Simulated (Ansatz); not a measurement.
# k-point convergence of GW for TiO2 (Rutile)

Wanted: mesh convergence of the gap correction in TiO2 (Rutile).

Method: G0W0 on PBE, plane waves, PAW; PAW set soft_1, in Ansatz 0.2.0.

Most raw output is cut from this account.

## (1) The structure

It takes space group P4_2/mnm (No. 136, tetragonal). The conventional cell has a = 4.592 Å, b = 4.592 Å, c = 2.957 Å, α = 90.00°, β = 90.00°, γ = 90.00°. Nearest to Ti lie 6 O at 1.95 to 1.98 Å. Nearest to O lie 3 Ti at 1.95 to 1.98 Å. Farther neighbours and most contacts between anions are not listed.

Structure file:

```cif
data_structure
_symmetry_space_group_name_H-M 'P4_2/mnm'
_symmetry_Int_Tables_number 136
_cell_length_a 4.5922
_cell_length_b 4.5922
_cell_length_c 2.9574
_cell_angle_alpha 90.000
_cell_angle_beta 90.000
_cell_angle_gamma 90.000
_cell_volume 62.37
loop_
_atom_site_label
_atom_site_type_symbol
_atom_site_symmetry_multiplicity
_atom_site_Wyckoff_symbol
_atom_site_fract_x
_atom_site_fract_y
_atom_site_fract_z
_atom_site_occupancy
Ti1 Ti 2 a 0.00000 0.00000 0.00000 1
O1 O 4 f 0.30496 0.30496 0.00000 1
```

The cell and positions come from the Crystallography Open Database and are kept as given unless a step says otherwise.

## (2) The 2×2×4 mesh

Now the one-shot GW correction: screening in the RPA, then the self-energy of the levels asked for. This step takes PAW set soft_1 files.

Contents of input.yaml:

```yaml
crystal:
  lattice:
    - [4.5922, 0.0, 0.0]
    - [0.0, 4.5922, 0.0]
    - [0.0, 0.0, 2.9574]
  atoms:
    - { symbol: Ti, position: [0.0, 0.0, 0.0] }
    - { symbol: Ti, position: [0.5, 0.5, 0.5] }
    - { symbol: O, position: [0.30496, 0.30496, 0.0] }
    - { symbol: O, position: [0.19504, 0.80496, 0.5] }
    - { symbol: O, position: [0.69504, 0.69504, 0.0] }
    - { symbol: O, position: [0.80496, 0.19504, 0.5] }
kpoints:
  mp_grid: { grid: [2, 2, 4] }
hamiltonian:
  xc: pbe
  pseudopotentials: { kind: paw, azcp: { folder: soft_1 } }
scf:
  occupations: { method: fixed }
gw:
  n_empty_bands: 141
  ecut_chi: 100
  qp_bands: [v2, c2]
  qp_kpoints: band_edges
  screening: { model: contour_deformation }
```

Command:

```sh
$ ansatz run input.yaml --threads 2 --pin off --max-ram 73728MiB --backend cuda --events-out ev --progress --plain --runs-dir out --devices 1 --max-vram 13GiB
```

It took 9.1 s on 1 × NVIDIA H100 80GB HBM3 (shared by 6 runs) with 2 threads of AMD EPYC 7R13 (Zen 3), shared host; peak memory 1.1 GiB.

This step gave:

```
bands summed                                 : 165
RPA ε∞ on this mesh (eigenvalues)            : 8.452, 8.452, 9.495
plane waves in the screening matrix          : 145
q-points in the mesh                         : 16
G0W0 gap on the mesh                         : 3.159 eV
k of the valence top                         : 0, 0, 0
k of the conduction bottom                   : 0, -0.5, -0.5
starting gap on the mesh                     : 1.867 eV
Z at the valence top                         : 0.7044
Z at the conduction bottom                   : 0.7148
least direct G0W0 gap on the computed points : 3.224 eV
```

The gap on the mesh goes from 1.87 eV to 3.16 eV, a correction of +1.29 eV, though a band edge has moved to another state.

## (3) The 4×4×4 mesh

A second mesh at equal bands and cutoff isolates the sampling error.

input.yaml: that of step 2 with these lines changed.

```diff
@@ -13,3 +13,3 @@
 kpoints:
-  mp_grid: { grid: [2, 2, 4] }
+  mp_grid: { grid: [4, 4, 4] }
 hamiltonian:
```

It took 11 s on 1 × NVIDIA H100 80GB HBM3 (shared by 6 runs) with 2 threads; peak memory 1.1 GiB.

This step gave:

```
bands summed                                 : 165
RPA ε∞ on this mesh (eigenvalues)            : 7.307, 7.307, 9.117
plane waves in the screening matrix          : 145
q-points in the mesh                         : 64
G0W0 gap on the mesh                         : 3.233 eV
k of the valence top                         : 0, 0, 0
k of the conduction bottom                   : 0, -0.5, -0.5
starting gap on the mesh                     : 1.895 eV
Z at the valence top                         : 0.7086
Z at the conduction bottom                   : 0.7190
least direct G0W0 gap on the computed points : 3.298 eV
```

Against the run with 2×2×4 mesh, 141 empty bands, screening to 100 eV, PAW set soft_1 files, the gap moves by +0.07 eV, while the start moved by +0.03 eV.

## (4) The 4×4×6 mesh

input.yaml: that of step 3 with these lines changed.

```diff
@@ -13,3 +13,3 @@
 kpoints:
-  mp_grid: { grid: [4, 4, 4] }
+  mp_grid: { grid: [4, 4, 6] }
 hamiltonian:
```

Run time: 19 s. Hardware: 1 × NVIDIA H100 80GB HBM3 (shared by 6 runs) with 2 threads; peak memory 1.2 GiB; 22 s of CPU time.

Numbers from this step:

- bands summed: 165
- RPA ε∞ on this mesh (eigenvalues): 7.230, 7.230, 8.655
- plane waves in the screening matrix: 145
- G0W0 gap on the mesh: 3.246 eV
- k of the valence top: 0, 0, 0
- k of the conduction bottom: 0, -0.5, -0.5
- starting gap on the mesh: 1.902 eV
- least direct G0W0 gap on the computed points: 3.308 eV

Against the run with 4×4×4 mesh, 141 empty bands, screening to 100 eV, PAW set soft_1 files, the gap moves by +0.013 eV.

## (5) The 4×4×8 mesh

input.yaml: that of step 4 with these lines changed.

```diff
@@ -13,3 +13,3 @@
 kpoints:
-  mp_grid: { grid: [4, 4, 6] }
+  mp_grid: { grid: [4, 4, 8] }
 hamiltonian:
```

It took 23 s on 1 × NVIDIA H100 80GB HBM3 (shared by 6 runs) with 2 threads; peak memory 1.2 GiB; 30 s of CPU time.

This step gave:

```yaml
bands_summed: 165
rpa_eps_infinity_on_this_mesh_eigenvalues: 7.218, 7.218, 8.576
plane_waves_in_the_screening_matrix: 145
g0w0_gap_on_the_mesh: 3.248 eV
k_of_the_valence_top: 0, 0, 0
k_of_the_conduction_bottom: 0, -0.5, -0.5
starting_gap_on_the_mesh: 1.902 eV
least_direct_g0w0_gap_on_the_computed_points: 3.308 eV
```

Against the run with 4×4×6 mesh, 141 empty bands, screening to 100 eV, PAW set soft_1 files, the gap moves by +0.002 eV.

## (6) The 6×6×8 mesh

input.yaml: that of step 5 with these lines changed.

```diff
@@ -13,3 +13,3 @@
 kpoints:
-  mp_grid: { grid: [4, 4, 8] }
+  mp_grid: { grid: [6, 6, 8] }
 hamiltonian:
```

Wall time 61 s (1 × NVIDIA H100 80GB HBM3 (shared by 6 runs) with 2 threads); peak memory 1.5 GiB; 88 s of CPU time.

Numbers from this step:

| Quantity | Value |
| --- | --- |
| bands summed | 165 |
| RPA ε∞ on this mesh (eigenvalues) | 7.167, 7.167, 8.575 |
| plane waves in the screening matrix | 145 |
| G0W0 gap on the mesh | 3.250 eV |
| k of the valence top | 0, 0, 0 |
| k of the conduction bottom | 0, -0.5, -0.5 |
| starting gap on the mesh | 1.902 eV |
| least direct G0W0 gap on the computed points | 3.311 eV |

Against the run with 4×4×8 mesh, 141 empty bands, screening to 100 eV, PAW set soft_1 files, the gap moves by +0.002 eV.

## (7) The meshes together

Times are wall times on 1 × NVIDIA H100 80GB HBM3 (shared by 6 runs) with 2 threads of AMD EPYC 7R13 (Zen 3), shared host, good to a factor of about two.

```
 mesh  points  irreducible  start (eV)  G0W0 (eV)  shift (eV)  RPA ε∞ (mean)   time
2×2×4      16            9       1.867      3.159      +1.292           8.80  9.1 s
4×4×4      64           18       1.895      3.233      +1.338           7.91   11 s
4×4×6      96           24       1.902      3.246      +1.345           7.71   19 s
4×4×8     128           30       1.902      3.248      +1.346           7.67   23 s
6×6×8     288           50       1.902      3.250      +1.348           7.64   61 s
```

## (8) What came out

| Quantity | Value |
| --- | --- |
| 2×2×4 | 3.159 eV (shift +1.292) |
| 4×4×4 | 3.233 eV (shift +1.338) |
| 4×4×6 | 3.246 eV (shift +1.345) |
| 4×4×8 | 3.248 eV (shift +1.346) |
| 6×6×8 | 3.250 eV (shift +1.348) |
| settings | PBE start, 141 empty bands, 100 eV |

The shift is +1.29 eV on 2×2×4 and +1.35 eV on 6×6×8; the last step moves it by +0.002 eV. The RPA ε∞ (mean) ranges from 7.64 to 8.80 and ends at 7.64; the coarsest mesh overstates it. On 6×6×8 the states that bound the G0W0 gap lie 1.938 eV apart in the start, so part of the shift is a change of edge. From 16 to 288 points the time grows 6.7-fold. Bands and cutoff are modest here, so the values stand off the basis limit.

[Paths, hosts, dates, memory and timing lines, banners, echoed tables and standing remarks are left out of the program output.]

[Logs are printed without paths, hosts, clocks, repeated set-up lines and the standing remarks that a program may print on its own settings, such as how far it seeks lower states.]

[Runs of the session that timed out or met a known fault of the program may be left out.]

[Cells called generated may have been cut or substituted from an entry of the Crystallography Open Database or the Materials Project.]

[Hosts, paths, dates, database ids (printed as entryN), source tags and the programs' standing remarks are cut or masked in the printed files.]
